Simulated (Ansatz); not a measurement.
# Changed inputs in constrained RPA: CsPrS2 (R-3m)

What does U in CsPrS2 (R-3m) depend on besides the window?

Main program and level: Ansatz 0.2.0; constrained RPA on PBEsol, plane waves, PAW.

### Step 1. Set-up

It takes space group R-3m (No. 166, trigonal). The conventional cell has a = 4.267 Å, b = 4.267 Å, c = 24.356 Å, α = 90.00°, β = 90.00°, γ = 120.00°. Nearest to Cs lie 6 S at 3.53 Å. Pr has 6 S at 2.90 Å nearest. Nearest to S lie 3 Pr at 2.90 Å and 3 Cs at 3.53 Å. Farther neighbours and most contacts between anions are not listed.

The cell and positions are those that the Materials Project relaxed with its own functionals (PBE, PBE+U or r2SCAN), kept fixed. Spin-orbit coupling is left out unless a step names it. The default PAW set here is soft_2. Its files were made with PBE.

### Step 2. Base: Pr f, bands v1 to c6, 4×4×4 mesh, medium accuracy

Constrained RPA screens the interaction with every transition except those inside the target bands, which a later many-body model would treat itself.

File input.yaml:

```yaml
crystal:
  lattice:
    - [-3.68141766, -6.69893505, -3.68141766]
    - [-6.69893505, -3.68141766, -3.68141766]
    - [-3.68141766, -3.68141766, -6.69893505]
  atoms:
    - { symbol: Cs, position: [0.0, 0.0, 0.0] }
    - { symbol: Pr, position: [0.5, 0.5, 0.5] }
    - { symbol: S, position: [0.77062251, 0.77062251, 0.77062251] }
    - { symbol: S, position: [0.22937749, 0.22937749, 0.22937749] }
kpoints:
  mp_grid: { grid: [8, 8, 8] }
hamiltonian:
  xc: pbesol
scf:
  occupations: { method: gaussian, width: 0.08 }
  n_extra_bands: 21
  max_iter: 150
output:
  crpa:
    kmesh: [4, 4, 4]
    target_bands: [v1, c6]
    projections: [{ species: Pr, l: f, shell: 4 }]
  local_orbitals:
    kmesh: [8, 8, 8]
    orbitals: [{ species: Pr, l: f, shell: 4 }]
    window: { bands: [v1, c6] }
    seedname: lo
```

The run is started by

```console
> ansatz run input.yaml --threads 4 --pin off --max-ram 9216MiB --backend cpu --events-out ev --progress --plain --runs-dir out
```

Numbers of over 12 decimals in the logs are rounded to 6 here.

Output:

```text
Pr: projections on atomic orbitals take those of the free atom [Kr 4d10] 4f3 5s2 5p6 5d0 6s2, of charge +0.00 (hamiltonian.pseudopotentials.projection_atoms); the dataset's partial waves leave at most 1.4e-3 of an orbital's norm unspanned inside its sphere
scf.n_extra_bands = 21 over 17 filled bands (N_el = 34.0): the run solves 38 bands
Engine: ansatz 0.2.0, aarch64-unknown-linux-gnu
Pseudopotentials: kind: paw
Pseudopotential: Cs, paw, valence charge 9, recommended cutoff 420 eV (normal), Cs.paw.azcp
Pseudopotential: Pr, paw, valence charge 13, recommended cutoff 420 eV (normal), Pr.paw.azcp
Pseudopotential: S, paw, valence charge 6, recommended cutoff 420 eV (normal), S.paw.azcp
Functional definition: PBEsol
  exchange = pbesol_x
  correlation = pbesol_c
Crystal: 4 atoms, lattice volume = 128.038 Å³
Basis set: ecut = 420 eV, 2517 PW (Γ)
Bands: 38, of which v1, the nominal top of the filled ones, is band 17 counted from 1 (16 counted from 0)
Symmetry: 12 space group operations
Space group: R-3m (ITA 166), of the structure as read, at distance tolerance 5.0e-5 Å
k-points: 65 of 512
Non-local potential: Cs, projectors of the file, l = 0: 3, l = 1: 2, l = 2: 2, l = 3: 2
Non-local potential: Pr, projectors of the file, l = 0: 3, l = 1: 2, l = 2: 2, l = 3: 3
Non-local potential: S, projectors of the file, l = 0: 2, l = 1: 2, l = 2: 2
PAW form: soft (Blöchl's): semilocal exchange-correlation on the pseudo side does not see the compensation charge
PAW frozen core: Cs, regenerated for the run's functional, and the local potential with it (the file was generated under x = pbe(κ = 0.804, μ = 0.219515), c = pbe(β = 0.066725))
PAW frozen core: Pr, regenerated for the run's functional, and the local potential with it (the file was generated under x = pbe(κ = 0.804, μ = 0.219515), c = pbe(β = 0.066725))
PAW frozen core: S, regenerated for the run's functional, and the local potential with it (the file was generated under x = pbe(κ = 0.804, μ = 0.219515), c = pbe(β = 0.066725))
PAW one-centre angular grid: Cs, 194 points (default); XC on 64 Gauss nodes
PAW one-centre angular grid: Pr, 590 points (default); XC on 64 Gauss nodes
PAW one-centre angular grid: S, 110 points (default); XC on 64 Gauss nodes
Initial density: superposition of atomic densities (neutral atoms: chi_scale 0, normalization atom), corrected by the library's trained network
Initial wavefunctions: pseudopotential atomic-orbital guess
Functional: x = pbesol(κ = 0.804, μ = 0.123457), c = pbesol(β = 0.046)
SCF iter   1: F=—  HF=-14203.415610 eV  |F-HF|=—  |Δ(HF+E_count)|=         —  Δρ=7.36e-3  dr2=5.77e-2  ethr=1.77e-3  ⟨swp⟩=5.5  Hψ=11478  notcnv=0  defer=309
[...]
SCF 1 converged in 15 iterations: F = -14203.409637 eV  dr2 = 2.63e-8
[...]
NSCF: frozen V_eff on 68 k-points
NSCF: frozen V_eff on 13 k-points
[...]
cRPA screening: q 1/64
cRPA screening: q 2/64
cRPA screening: q 8/64 (q-point 3)
cRPA screening: q 11/64 (q-point 6)
cRPA screening: q 17/64 (q-point 7)
cRPA screening: q 29/64 (q-point 8)
cRPA screening: q 35/64 (q-point 11)
cRPA screening: q 38/64 (q-point 22)
cRPA screening: q 40/64 (q-point 23)
cRPA screening: q 46/64 (q-point 24)
cRPA screening: q 52/64 (q-point 27)
cRPA screening: q 58/64 (q-point 28)
cRPA screening: q 64/64 (q-point 43)
SCF converged after 15 iterations
Free energy (F): -14203.409637 eV
Harris-Foulkes:  -14203.409637 eV  (|F-HF|=3.80e-8)
Internal energy: -14203.298853 eV  (E = F + TS)
E sigma→0 (E₀):  -14203.354245 eV
Entropy (-TS):   -0.110784 eV (-27.696 meV/atom)
Fermi energy:    7.642871 eV
--- Per-component energies (eV) ---
  E_band       = -107.497765
  E_kinetic    = 698.115359
  E_local      = -1411.778332  (includes V_loc(G=0)·N_el)
  E_nonlocal   = 151.274338
  E_hartree    = 517.017184
  E_xc         = -587.508910
  E_vxc        = -546.292197  (∫ρ·V_xc dr)
  E_paw        = -11702.742063  (= ΣΔE_a)
  E_vpaw       = -32.855048  (= ΣTr[D̂ρ^β])
  E_aug_tail   = 0.000002  (compensation charges beyond the density's cutoff)
  E_ewald      = -1868.239975
  E_core_change = 0.563545  (= ΣΔE_core)
  E_smearing   = -0.110784  (= −TS)
  E_closure    = 0.000000  (closes the sum)
  Σ components = -14203.409637   (vs F -14203.409637, Δ=0.00e0)
--- Band table (eV; the first three rows and the last of 65) ---
  k-point 0: bands = [... 13 lower, 5.4488, 5.5622, 5.5622, 7.6397, 7.7408, 7.7408, 7.8216, 8.1181, ... 17 higher]
  k-point 1: bands = [... 13 lower, 5.1803, 5.4487, 5.4832, 7.6430, 7.7360, 7.7372, 7.8058, 7.9401, ... 17 higher]
  k-point 2: bands = [... 13 lower, 4.7092, 5.3274, 5.4371, 7.6435, 7.7062, 7.7314, 7.7757, 7.7896, ... 17 higher]
  k-point 64: bands = [... 13 lower, 4.8415, 5.4876, 5.4876, 7.6202, 7.7382, 7.7382, 7.8216, 7.9916, ... 17 higher]
--- cRPA (band scheme, projected local orbitals): target bands 17..23 (1-based), 7 Wannier function(s), 4×4×4 mesh, 46 bands' worth read of 51 solved, ecut_chi 136.0 eV, v(q+G=0) probe_charge, pair densities all_electron ---
  χ-basis size per q: N_G = 441..470
  window electrons = 2.0000, filled by tetrahedron_uncorrected; constrained ε̄⁻¹(q = 0, 0) head = 0.200250; min gauge Gram eig = 0.8053
  Kanamori averages over each shell's own Wannier functions (sites counted from 0, functions from 1):
    Site 1, 4F, 7 of 7 f orbitals (Wannier functions 1, 2, 3, 4, 5, 6, 7; wannier90's mr 1, 2, 3, 4, 5, 6, 7):
      screened: U = 4.5293 eV, U' = 3.5117 eV, J = 0.4876 eV
      screened f-shell averages: U_bar = F0 = 3.6570 eV, J_bar = 0.6330 eV
      screened, to within: U = 1.1e-2 eV, U' = 1.1e-2 eV, J = 7.5e-4 eV
      screened f-shell averages, to within: U_bar = 8.9e-3 eV, J_bar = 9.7e-4 eV
      bare: V = 23.5121 eV, V' = 22.1603 eV, J = 0.6279 eV
      bare f-shell averages: V_bar = F0 = 22.3534 eV, J_bar = 0.8210 eV
  Hermiticity witness max|P − P†| over intra, direct and exchange elements: 2.49e-14 eV (screened), 7.11e-15 eV (bare)
  Reality witness max|Im| over intra, direct and exchange elements: 2.19e-12 eV (screened), 1.53e-17 eV (bare)
```

Run time: 20 min. Hardware: 4 threads of Arm Neoverse N1, shared host; peak memory 1.5 GiB.

This step gave:

```yaml
u: 4.529 eV
u_prime_inter_orbital: 3.512 eV
j: 0.4876 eV
bare_v: 23.51 eV
bare_j: 0.6279 eV
stated_bound_on_u: 0.01020 eV
u_over_bare_v: 0.1926
electrons_in_the_window: 2.000
head_of_the_constrained_inverse_dielectric_matrix: 0.2003
least_eigenvalue_of_the_projection_s_overlap: 0.8053
target_functions: 7
bands_in_the_sums: 46
r_m_s_miss_of_the_model_bands: 0.003100 eV
width_of_the_target_bands: 0.5225 eV
weight_of_the_projected_orbitals_in_the_window: 0.9421
```

On the Pr f shell, screening brings the on-site interaction from 23.5 eV down to U = 4.53 eV.

### Step 3. Changed: 2×2×2 mesh

Edit input.yaml of step 2 so:

```diff
@@ -20,9 +20,4 @@
   crpa:
-    kmesh: [4, 4, 4]
+    kmesh: [2, 2, 2]
     target_bands: [v1, c6]
     projections: [{ species: Pr, l: f, shell: 4 }]
-  local_orbitals:
-    kmesh: [8, 8, 8]
-    orbitals: [{ species: Pr, l: f, shell: 4 }]
-    window: { bands: [v1, c6] }
-    seedname: lo
```

Output:

```text
[...]
Crystal: 4 atoms, lattice volume = 128.038 Å³
Basis set: ecut = 420 eV, 2517 PW (Γ)
Bands: 38, of which v1, the nominal top of the filled ones, is band 17 counted from 1 (16 counted from 0)
[... 1 set-up line as in the run before ...]
[...]
k-points: 65 of 512
[...]
SCF iter   1: F=—  HF=-14203.415610 eV  |F-HF|=—  |Δ(HF+E_count)|=         —  Δρ=7.36e-3  dr2=5.77e-2  ethr=1.77e-3  ⟨swp⟩=5.5  Hψ=11478  notcnv=0  defer=309
[...]
SCF iter  15: F=-14203.409637 eV  HF=-14203.409637 eV  |F-HF|=3.80e-8  |Δ(HF+E_count)|=   2.54e-8  Δρ=6.95e-6  dr2=2.63e-8  ethr=2.94e-10  ⟨swp⟩=9.3  Hψ=11880  notcnv=0
SCF 1 converged in 15 iterations: F = -14203.409637 eV  dr2 = 2.63e-8
[...]
NSCF: frozen V_eff on 4 k-points
[...]
cRPA screening: q 1/8
cRPA screening: q 2/8
cRPA screening: q 5/8 (q-point 4)
cRPA screening: q 8/8
SCF converged after 15 iterations
Free energy (F): -14203.409637 eV
[...]
Internal energy: -14203.298853 eV  (E = F + TS)
E sigma→0 (E₀):  -14203.354245 eV
Entropy (-TS):   -0.110784 eV (-27.696 meV/atom)
Fermi energy:    7.642871 eV
[...]
--- Band table (eV; the first three rows and the last of 65) ---
  k-point 0: bands = [... 13 lower, 5.4488, 5.5622, 5.5622, 7.6397, 7.7408, 7.7408, 7.8216, 8.1181, ... 17 higher]
  k-point 1: bands = [... 13 lower, 5.1803, 5.4487, 5.4832, 7.6430, 7.7360, 7.7372, 7.8058, 7.9401, ... 17 higher]
  k-point 2: bands = [... 13 lower, 4.7092, 5.3274, 5.4371, 7.6435, 7.7062, 7.7314, 7.7757, 7.7896, ... 17 higher]
  k-point 64: bands = [... 13 lower, 4.8415, 5.4876, 5.4876, 7.6202, 7.7382, 7.7382, 7.8216, 7.9916, ... 17 higher]
[...]
χ-basis size per q: N_G = 448..466
[...]
screened: U = 4.6886 eV, U' = 3.6569 eV, J = 0.4944 eV
      screened f-shell averages: U_bar = F0 = 3.8043 eV, J_bar = 0.6418 eV
      screened, to within: U = 1.1e-2 eV, U' = 1.1e-2 eV, J = 8.0e-4 eV
      screened f-shell averages, to within: U_bar = 8.9e-3 eV, J_bar = 1.1e-3 eV
      bare: V = 23.8657 eV, V' = 22.4919 eV, J = 0.6376 eV
      bare f-shell averages: V_bar = F0 = 22.6882 eV, J_bar = 0.8339 eV
[...]
```

Wall time 85 s (4 threads); peak memory 1.3 GiB; 5.3 min of CPU time.

This step gave:

```
U                                                 : 4.689 eV
U prime (inter-orbital)                           : 3.657 eV
J                                                 : 0.4944 eV
bare V                                            : 23.87 eV
bare J                                            : 0.6376 eV
stated bound on U                                 : 0.01028 eV
U over bare V                                     : 0.1965
electrons in the window                           : 2.000
head of the constrained inverse dielectric matrix : 0.1754
least eigenvalue of the projection's overlap      : 0.8053
target functions                                  : 7
bands in the sums                                 : 46
width of the target bands                         : 0.5225 eV
weight of the projected orbitals in the window    : 0.9421
```

On the Pr f shell, screening brings the on-site interaction from 23.9 eV down to U = 4.69 eV.

### Step 4. Changed: more bands than orbitals

Edit input.yaml of step 3 so:

```diff
@@ -20,4 +20,4 @@
   crpa:
-    kmesh: [2, 2, 2]
-    target_bands: [v1, c6]
+    kmesh: [4, 4, 4]
+    target_bands: [v1, c7]
     projections: [{ species: Pr, l: f, shell: 4 }]
```

Output:

```text
Error: invalid value for `output.crpa.projections`: 7 orbital(s) selected but the target window spans 8 band(s); name one orbital per band of it
```

Wall time 0.26 s (4 threads); peak memory 0.1 GiB.

The input was rejected at the start.

The program's message: “Error: invalid value for `output.crpa.projections`: 7 orbital(s) selected but the target window spans 8 band(s); name one orbital per band of it”

The fault put into this input: more bands than orbitals.

### Step 5. Side by side

Times are wall times on 4 threads of Arm Neoverse N1, shared host, good to a factor of about two.

```
          run  bare V (eV)  U (eV)  J (eV)  bound on U (eV)  width (eV)    time
target window        23.51   4.529   0.488           0.0102        0.52  20 min
   2×2×2 mesh        23.87   4.689   0.494           0.0103        0.52    85 s
```

### Step 6. Summary of results

```yaml
target_window: U 4.53 eV, J 0.49 eV
2x2x2_mesh: U 4.69 eV, J 0.49 eV
```

In words: 2×2×2 mesh moves U by +0.16 eV at 0.071 times the time. The printed bound covers the solver alone, not the mesh, and no denser mesh than the base was run. The parent state is non-magnetic and the interaction static (zero frequency); U depends on the window and the orbitals, so it belongs to this model alone.

[Paths, hosts, dates, memory and timing lines, banners, echoed tables and standing remarks are left out of the program output.]

[Logs are printed without paths, hosts, clocks, repeated set-up lines and the standing remarks that a program may print on its own settings, such as how far it seeks lower states.]

[Runs of the session that timed out or met a known fault of the program may be left out.]

[Hosts, paths, dates, database ids (printed as entryN), source tags and the programs' standing remarks are cut or masked in the printed files.]
